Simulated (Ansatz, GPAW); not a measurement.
# How BaAg2AsP (model structure) absorbs and reflects light

Aim: the dielectric function of BaAg2AsP (model structure), and the optical constants that follow from it. The cell was made here by substitution or stacking, whether or not such a phase is known. It was built so: 1 of the 2 As atoms of the cell replaced by P in the I4/mmm structure of BaAg2As2. The cell is first relaxed with Ansatz.

Method: DFT, revPBE, plane-wave PAW (GPAW data sets), scalar-relativistic, RPA, optical limit, in GPAW 26.7.0.

Most raw output is cut from this account.

**1. The structure**

The structure is tetragonal, space group I4mm (No. 107). Conventional cell: a = 4.536 Å, b = 4.536 Å, c = 10.709 Å, α = 90.00°, β = 90.00°, γ = 90.00°. Ba has 5 As at 3.44 to 4.11 Å and 5 P at 3.44 to 4.11 Å and 8 Ag at 3.51 Å nearest. Ag has 2 P at 2.68 Å and 2 As at 2.68 Å and 4 Ag at 3.21 Å and 4 Ba at 3.51 Å nearest. As has 1 P at 2.48 Å and 4 Ag at 2.68 Å and 5 Ba at 3.44 to 4.11 Å nearest. Nearest to P lie 1 As at 2.48 Å and 4 Ag at 2.68 Å and 5 Ba at 3.44 to 4.11 Å. 1 of the 2 As atoms of the cell replaced by P in the I4/mmm structure of BaAg2As2. Farther neighbours are not listed.

**2. Relaxation**

Spectra hang on bond lengths, so the cell is first brought to its minimum.

This step: DFT, revPBE, plane-wave PAW, default files, scalar-relativistic, relaxation (Ansatz 0.2.0).

Contents of input.yaml:

```yaml
crystal:
  lattice:
    - [-2.2677998, 2.2677998, 5.354619]
    - [2.2677998, -2.2677998, 5.354619]
    - [2.2677998, 2.2677998, -5.354619]
  atoms:
    - { symbol: Ba, position: [0.0, 0.0, 0.0] }
    - { symbol: Ag, position: [0.25, 0.75, 0.5] }
    - { symbol: Ag, position: [0.75, 0.25, 0.5] }
    - { symbol: As, position: [0.3842, 0.3842, 0.0] }
    - { symbol: P, position: [0.6158, 0.6158, 0.0] }
kpoints:
  mp_grid: { grid: [7, 7, 7] }
scf:
  occupations: { method: fermi_dirac, width: 0.05 }
hamiltonian:
  xc: revpbe
output:
  forces: true
  stress: true
  write_density: true
  write_potential: true
  elf: true
  volumetric_format: npy
relax:
  f_tol: 0.02
  max_steps: 50
  cell: {}
```

Command:

```sh
$ ansatz run input.yaml --threads 1 --pin off --max-ram 4096MiB --backend cpu --events-out ev --progress --plain --runs-dir out
```

The job ended after 2.4 min (1 thread of Arm Neoverse V1, shared host; peak memory 0.5 GiB).

The steps of the relaxation:

| step | energy less that of the first step (eV) | largest force component (eV/Å) | pressure (GPa) | volume (Å³) |
| --- | --- | --- | --- | --- |
| 1 | 0.0000 | 0.4893 | 4.09 | 110.15 |
| 2 | -0.1074 | 0.0974 | -0.58 | 118.70 |
| 3 | -0.1185 | 0.1079 | -0.17 | 117.73 |
| 4 | -0.1260 | 0.0682 | 0.20 | 116.92 |
| 5 | -0.1269 | 0.0348 | -0.02 | 117.43 |
| 6 | -0.1272 | 0.0060 | -0.01 | 117.40 |
| 7* | -0.1287 | 0.0060 | -0.01 | 117.40 |

Relaxation steps marked * repeat the geometry before them on a plane-wave basis chosen anew for their cell, so energy and pressure can jump there.

The run keeps the 8 symmetry operations that it works with, so distortions that break them were not tested.

| conventional cell, symmetrised | before | after | change |
| --- | --- | --- | --- |
| a (Å) | 4.536 | 4.589 | +1.2 % |
| b (Å) | 4.536 | 4.589 | +1.2 % |
| c (Å) | 10.709 | 11.152 | +4.1 % |
| volume (Å³/atom) | 22.03 | 23.48 | +6.6 % |

The atoms that moved most (Å, as changes of fractional coordinates times the final cell):

| atom | dx | dy | dz | length |
| --- | --- | --- | --- | --- |
| As4 | 0.000 | 0.000 | 0.116 | 0.116 |
| Ag2 | 0.000 | 0.000 | -0.072 | 0.072 |
| Ag3 | 0.000 | 0.000 | -0.072 | 0.072 |
| P5 | 0.000 | 0.000 | 0.052 | 0.052 |
| Ba1 | 0.000 | 0.000 | -0.024 | 0.024 |

The relaxed structure:

```
Ba Ag As P
1.0
    -2.29427    2.29427    5.57587
     2.29427   -2.29427    5.57587
     2.29427    2.29427   -5.57587
Ba Ag As P
1 2 1 1
Direct
  0.99786 0.99786 0.00000
  0.24356 0.74356 0.50000
  0.74356 0.24356 0.50000
  0.39458 0.39458 0.00000
  0.62043 0.62043 0.00000
```

The relaxation ends with a largest force component of 0.0060 eV/Å and a pressure of -0.01 GPa.

**3. Ground state**

First the ground state: is it a metal or has it a gap?

This step: DFT, revPBE, plane-wave PAW (GPAW data sets), scalar-relativistic, ground state (GPAW 26.7.0).

Contents of gs.py:

```python
from ase import Atoms
from ase.dft.bandgap import bandgap
from gpaw import GPAW, PW, FermiDirac

atoms = Atoms(['Ba', 'Ag', 'Ag', 'As', 'P'],
              cell=[[-2.29427103, 2.29427103, 5.57587241],
                    [2.29427103, -2.29427103, 5.57587241],
                    [2.29427103, 2.29427103, -5.57587241]],
              scaled_positions=[[0.99786296, 0.99786296, 0.00000000],
                                [0.24356012, 0.74356012, 0.50000000],
                                [0.74356012, 0.24356012, 0.50000000],
                                [0.39458474, 0.39458474, 0.00000000],
                                [0.62043207, 0.62043207, 0.00000000]],
              pbc=[True, True, True])
atoms.calc = GPAW(mode=PW(400), xc='revPBE', kpts={'size': (7, 7, 7), 'gamma': True},
                  occupations=FermiDirac(0.05), maxiter=150, txt='gs.txt')
print('energy (eV)', atoms.get_potential_energy())
print('Fermi level (eV)', atoms.calc.get_fermi_level())
print('valence electrons', atoms.calc.get_number_of_electrons())
print('gap (eV)', bandgap(atoms.calc, output=None)[0])
print('direct gap (eV)', bandgap(atoms.calc, direct=True, output=None)[0])
atoms.calc.write('gs.gpw')
```

Command:

```sh
$ OMP_NUM_THREADS=1 python gs.py
```

Wall time 99 s (1 thread); peak memory 0.24 GiB.

Numbers from this step:

```
energy       : -18.15 eV
Fermi energy : 7.794 eV
electrons    : 54
```

There are states at the Fermi level within the smearing, so the occupations stay smeared and the carriers get a Drude term.

**4. Bands for the response**

The response needs many more empty bands than the density does.

This step: DFT, revPBE, plane-wave PAW (GPAW data sets), scalar-relativistic, bands at fixed density (GPAW 26.7.0).

Contents of nscf.py:

```python
from ase.dft.bandgap import bandgap
from gpaw import GPAW, FermiDirac

calc = GPAW('gs.gpw').fixed_density(kpts={'size': (10, 10, 10), 'gamma': True}, nbands=62, convergence={'bands': 56},
                                    occupations=FermiDirac(0.05), txt='nscf.txt')
print('gap (eV)', bandgap(calc, output=None)[0])
print('direct gap (eV)', bandgap(calc, direct=True, output=None)[0])
calc.write('full.gpw', mode='all')
```

Command:

```sh
$ OMP_NUM_THREADS=1 python nscf.py
```

The job ended after 7.9 min (1 thread; peak memory 0.49 GiB).

**5. Dielectric function, RPA**

Transitions between filled and empty bands, summed over the zone, give the optical response, so mesh, band count and broadening shape it.

The induced potential is part of this response.

This step: DFT, revPBE, plane-wave PAW (GPAW data sets), scalar-relativistic, RPA, optical limit (GPAW 26.7.0).

Contents of df.py:

```python
from gpaw.response.df import DielectricFunction

df = DielectricFunction('full.gpw', frequencies={'type': 'nonlinear', 'domega0': 0.03, 'omega2': 8},
                        ecut=50,
                        eta=0.05,
                        nbands=56,
                        rate=0.1,
                        txt='df.txt')
for direction in ['x', 'z']:
    df.get_dielectric_function(xc='RPA', direction=direction, filename=f'df_{direction}.csv')
```

Command:

```sh
$ OMP_NUM_THREADS=1 python df.py
```

It took 2.1 min on 1 thread; peak memory 0.61 GiB.

Some rows of df_x.csv (energy; Re and Im without local fields; Re and Im with them):

```text
0.000000, 600.775991, -0.000000, 598.817342, -0.000000
0.460735, -2.277751, 15.082207, -3.778297, 15.116300
0.943989, 9.807772, 3.941442, 8.327709, 3.841884
1.451455, 12.289596, 6.404793, 10.691962, 6.053461
1.984998, 7.544401, 9.378308, 6.297142, 8.855585
2.546682, 12.618014, 9.504830, 9.626891, 7.753065
3.138794, 4.260655, 11.722339, 4.196428, 9.619687
3.763875, 4.837742, 9.267033, 4.481969, 7.445808
4.424758, -0.303885, 11.144486, 0.946052, 10.149591
5.124608, -1.710072, 7.638343, -1.181759, 6.897381
5.866977, -1.684778, 5.832512, -0.930760, 5.294883
6.655862, -1.330201, 5.419039, -0.457122, 4.850572
7.495775, -1.953953, 4.107769, -1.092802, 4.083372
8.391833, -1.684601, 2.652881, -1.235057, 2.904190
9.349861, -1.257093, 1.925537, -1.101369, 2.141132
10.376517, -0.800325, 1.415624, -0.688354, 1.496305
11.479449, -0.313222, 0.828431, -0.420827, 0.918696
12.667487, 0.137533, 0.795073, 0.057369, 0.820615
13.950874, 0.475443, 1.000761, 0.317570, 0.933907
15.341572, 0.739939, 1.061572, 0.394874, 0.938708
```

The Im ε has structure finer than the step of the table below, so its rows give means over 0.5 eV, whole bins alone (the curve runs from 0.305 to 16.3 eV). Peaks (eV: height): E ∥ x 0.65: 12.1, 1.73: 11.8, 2.74: 12.9, 3.94: 10.9, 4.38: 10.9; E ∥ z 0.46: 73.2, 0.65: 63.8, 1.04: 50.3, 1.56: 33.2.

Sum at mesh points, not converged in k. The Im ε by photon energy; means over each step:

| photon energy (eV) | E ∥ x | E ∥ z |
| --- | --- | --- |
| 1.0 | 5.59 | 33.8 |
| 1.5 | 7.22 | 25.5 |
| 2.0 | 7.98 | 12.9 |
| 2.5 | 9.00 | 8.95 |
| 3.0 | 10.2 | 9.41 |
| 3.5 | 8.98 | 7.65 |
| 4.0 | 8.87 | 6.73 |
| 4.5 | 9.52 | 5.75 |
| 5.0 | 7.97 | 5.69 |
| 5.5 | 6.12 | 5.26 |
| 6.0 | 5.05 | 4.85 |
| 6.5 | 4.88 | 4.29 |
| 7.0 | 4.31 | 3.80 |
| 7.5 | 3.92 | 3.54 |
| 8.0 | 3.47 | 2.75 |
| 8.5 | 2.80 | 2.32 |
| 9.0 | 2.35 | 1.81 |
| 9.5 | 2.08 | 1.59 |
| 10.0 | 1.60 | 1.42 |
| 10.5 | 1.50 | 1.33 |
| 11.0 | 1.17 | 1.06 |
| 11.5 | 0.939 | 0.887 |
| 12.0 | 0.871 | 0.951 |
| 12.5 | 0.817 | 0.853 |
| 13.0 | 0.795 | 0.697 |
| 13.5 | 0.801 | 0.806 |
| 14.0 | 0.870 | 0.858 |
| 14.5 | 0.820 | 0.787 |
| 15.0 | 0.867 | 0.775 |
| 15.5 | 0.916 | 0.772 |
| 16.0 | 0.912 | 0.792 |

Values under 1 per cm are given as 1; sum at mesh points, not converged in k. Absorption coefficient against photon energy:

| photon energy (eV) | E ∥ x (1/cm) | E ∥ z (1/cm) |
| --- | --- | --- |
| 0.492 | 1.3e5 | 2.9e5 |
| 1.010 | 76888 | 4.3e5 |
| 1.486 | 1.4e5 | 5.4e5 |
| 1.985 | 3.0e5 | 6.2e5 |
| 2.508 | 3.0e5 | 4.8e5 |
| 3.018 | 5.7e5 | 7.4e5 |
| 3.510 | 6.7e5 | 6.4e5 |
| 3.980 | 8.2e5 | 8.5e5 |
| 4.516 | 9.2e5 | 7.4e5 |
| 4.981 | 1.1e6 | 9.9e5 |
| 5.515 | 1.1e6 | 9.4e5 |
| 6.021 | 1.0e6 | 9.6e5 |
| 6.494 | 1.1e6 | 1.1e6 |
| 6.985 | 1.2e6 | 1.1e6 |
| 7.496 | 1.2e6 | 1.2e6 |
| 8.026 | 1.3e6 | 1.2e6 |
| 8.516 | 1.3e6 | 1.2e6 |
| 9.023 | 1.2e6 | 1.2e6 |
| 9.483 | 1.3e6 | 1.1e6 |
| 10.026 | 1.2e6 | 1.1e6 |
| 10.519 | 1.2e6 | 1.1e6 |
| 11.029 | 1.1e6 | 1.0e6 |
| 11.479 | 9.8e5 | 9.0e5 |
| 12.023 | 8.6e5 | 8.6e5 |
| 12.504 | 8.1e5 | 8.9e5 |
| 13.000 | 7.8e5 | 7.6e5 |
| 13.512 | 7.4e5 | 7.3e5 |
| 14.040 | 8.5e5 | 8.4e5 |
| 14.493 | 7.7e5 | 8.3e5 |
| 14.960 | 7.9e5 | 7.8e5 |
| 15.536 | 8.4e5 | 7.8e5 |
| 16.031 | 8.9e5 | 7.6e5 |

The loss function −Im 1/ε at q → 0 has structure finer than the step of the table below, so its rows give means over 0.5 eV, whole bins alone (the curve runs from 0.305 to 16.3 eV). Peaks (eV: height): E ∥ x 12.50: 1.29, 14.22: 1.12; E ∥ z 11.87: 1.18, 13.08: 1.56, 14.59: 1.24.

Sum at mesh points, not converged in k. Loss function −Im 1/ε at q → 0 against energy loss; means over each step:

| energy loss (eV) | E ∥ x | E ∥ z |
| --- | --- | --- |
| 1.0 | 0.0649 | 0.0285 |
| 1.5 | 0.0436 | 0.0370 |
| 2.0 | 0.0659 | 0.0629 |
| 2.5 | 0.0549 | 0.107 |
| 3.0 | 0.0788 | 0.104 |
| 3.5 | 0.0953 | 0.129 |
| 4.0 | 0.0980 | 0.145 |
| 4.5 | 0.102 | 0.172 |
| 5.0 | 0.125 | 0.173 |
| 5.5 | 0.160 | 0.189 |
| 6.0 | 0.195 | 0.198 |
| 6.5 | 0.201 | 0.213 |
| 7.0 | 0.219 | 0.240 |
| 7.5 | 0.243 | 0.242 |
| 8.0 | 0.244 | 0.267 |
| 8.5 | 0.299 | 0.316 |
| 9.0 | 0.342 | 0.386 |
| 9.5 | 0.376 | 0.475 |
| 10.0 | 0.464 | 0.569 |
| 10.5 | 0.541 | 0.597 |
| 11.0 | 0.631 | 0.752 |
| 11.5 | 0.883 | 1.01 |
| 12.0 | 1.10 | 1.05 |
| 12.5 | 1.21 | 1.15 |
| 13.0 | 1.23 | 1.40 |
| 13.5 | 1.13 | 1.13 |
| 14.0 | 1.04 | 1.07 |
| 14.5 | 1.04 | 1.17 |
| 15.0 | 0.937 | 1.10 |
| 15.5 | 0.915 | 1.10 |
| 16.0 | 0.954 | 0.989 |

The reflectivity at normal incidence has structure finer than the step of the table below, so its rows give means over 0.5 eV, whole bins alone (the curve runs from 0.305 to 16.3 eV). Peaks (eV: height): E ∥ x 0.65: 40.1, 1.73: 39.7, 2.74: 40.9, 3.98: 39.0, 4.89: 43.8, 7.97: 41.0, 10.88: 38.1; E ∥ z 0.72: 73.0, 1.11: 68.9, 1.77: 69.2, 2.98: 48.0, 3.76: 43.8, 4.38: 41.4, 7.91: 42.7.

Sum at mesh points, not converged in k. Table of reflectivity at normal incidence by photon energy; means over each step:

| photon energy (eV) | E ∥ x (%) | E ∥ z (%) |
| --- | --- | --- |
| 1.0 | 29.3 | 62.3 |
| 1.5 | 33.7 | 61.1 |
| 2.0 | 32.7 | 58.9 |
| 2.5 | 35.1 | 43.8 |
| 3.0 | 36.7 | 44.6 |
| 3.5 | 34.8 | 39.7 |
| 4.0 | 35.0 | 40.6 |
| 4.5 | 38.7 | 35.3 |
| 5.0 | 41.2 | 36.9 |
| 5.5 | 37.7 | 33.9 |
| 6.0 | 34.3 | 35.7 |
| 6.5 | 34.0 | 37.5 |
| 7.0 | 35.7 | 35.7 |
| 7.5 | 33.3 | 37.6 |
| 8.0 | 38.4 | 41.3 |
| 8.5 | 36.1 | 39.3 |
| 9.0 | 35.9 | 38.8 |
| 9.5 | 35.9 | 35.1 |
| 10.0 | 36.0 | 32.0 |
| 10.5 | 32.1 | 32.5 |
| 11.0 | 34.8 | 31.6 |
| 11.5 | 29.9 | 26.3 |
| 12.0 | 22.5 | 19.6 |
| 12.5 | 18.7 | 21.3 |
| 13.0 | 14.6 | 16.1 |
| 13.5 | 10.9 | 11.0 |
| 14.0 | 10.6 | 11.3 |
| 14.5 | 9.21 | 11.3 |
| 15.0 | 8.31 | 9.33 |
| 15.5 | 8.87 | 9.35 |
| 16.0 | 9.60 | 7.84 |

The Im ε, E ∥ x has structure finer than the step of the table below, so its rows give means over 0.5 eV, whole bins alone (the curve runs from 0.305 to 16.3 eV). Peaks (eV: height): without local fields 0.65: 12.4, 1.73: 12.9, 2.74: 16.2, 2.98: 13.8, 3.94: 13.0, 4.33: 12.6; with local fields 0.65: 12.1, 1.73: 11.8, 2.74: 12.9, 3.94: 10.9, 4.38: 10.9.

Sum at mesh points, not converged in k. Im ε, E ∥ x against photon energy; means over each step:

| photon energy (eV) | without local fields | with local fields |
| --- | --- | --- |
| 1.0 | 5.81 | 5.59 |
| 1.5 | 7.70 | 7.22 |
| 2.0 | 8.52 | 7.98 |
| 2.5 | 11.0 | 9.00 |
| 3.0 | 12.6 | 10.2 |
| 3.5 | 10.8 | 8.98 |
| 4.0 | 10.7 | 8.87 |
| 4.5 | 10.7 | 9.52 |
| 5.0 | 8.77 | 7.97 |
| 5.5 | 6.80 | 6.12 |
| 6.0 | 5.57 | 5.05 |
| 6.5 | 5.26 | 4.88 |
| 7.0 | 4.45 | 4.31 |
| 7.5 | 4.06 | 3.92 |
| 8.0 | 3.16 | 3.47 |
| 8.5 | 2.54 | 2.80 |
| 9.0 | 2.10 | 2.35 |
| 9.5 | 1.83 | 2.08 |
| 10.0 | 1.46 | 1.60 |
| 10.5 | 1.35 | 1.50 |
| 11.0 | 0.980 | 1.17 |
| 11.5 | 0.832 | 0.939 |
| 12.0 | 0.813 | 0.871 |
| 12.5 | 0.764 | 0.817 |
| 13.0 | 0.714 | 0.795 |
| 13.5 | 0.857 | 0.801 |
| 14.0 | 0.954 | 0.870 |
| 14.5 | 0.913 | 0.820 |
| 15.0 | 0.994 | 0.867 |
| 15.5 | 1.14 | 0.916 |
| 16.0 | 1.35 | 0.912 |

From ε follow the optical constants at some laser and lamp lines:

| wavelength (nm) | n x | k x | R (%) x | 1/α x | n z | k z | R (%) z | 1/α z |
| --- | --- | --- | --- | --- | --- | --- | --- | --- |
| 1550 | 2.15 | 1.460 | 28.6 | 85 nm | 2.93 | 4.230 | 64.5 | 29 nm |
| 1064 | 3.40 | 1.041 | 33.5 | 81 nm | 3.58 | 4.386 | 64.4 | 19 nm |
| 633 | 3.02 | 1.478 | 34.2 | 34 nm | 2.18 | 3.053 | 55.1 | 16 nm |
| 532 | 3.19 | 1.266 | 33.4 | 33 nm | 1.67 | 2.530 | 50.6 | 17 nm |
| 450 | 3.18 | 1.967 | 40.4 | 18 nm | 2.19 | 2.507 | 46.8 | 14 nm |
| 308 | 2.40 | 1.987 | 38.1 | 12 nm | 1.68 | 2.102 | 42.1 | 12 nm |
| 193 | 1.39 | 1.688 | 35.0 | 9.1 nm | 1.19 | 1.749 | 39.3 | 8.8 nm |

A polished face would reflect 42 % of daylight and look light grey (CIE x = 0.322, y = 0.333 under D65).

**6. Results**

What this shows: At this level (revPBE, RPA) BaAg2AsP is a metal. The mesh is too coarse to trust the carriers' weight, the reflectivity or the colour to better than tens of per cent. The cell grew by 6.6 % in volume. A polished face would reflect 42 % of daylight and look light grey (CIE x = 0.322, y = 0.333 under D65). The carriers' damping of 0.1 eV is typed, not computed; it shapes the response at the lowest energies. Spin-orbit coupling is left out although heavy atoms are present. The curves end at 16 eV, about where the summed bands run out. In this version of GPAW the matrix elements of the optical limit are incomplete, which can lower ε − 1 by up to a tenth where first-row anions or d states rule, and shift it by more in d metals. GPAW's carrier term has the form −ωp²/(ω + i·rate)², which damps like twice the rate and fails at low energy, so the curves leave the lowest energies out. The sum runs over mesh points 0.19 Å⁻¹ apart with no interpolation, so peaks are partly noise of the mesh, and the Drude plasma energy, a sum over the Fermi surface, isn't converged.

[Machine, clock and banner lines and Python warnings are left out of the logs.]

[Logs are printed without paths, hosts, clocks, repeated set-up lines and the standing remarks that a program may print on its own settings, such as how far it seeks lower states.]

[Hosts, paths, dates, database ids (printed as entryN), source tags and the programs' standing remarks are cut or masked in the printed files.]
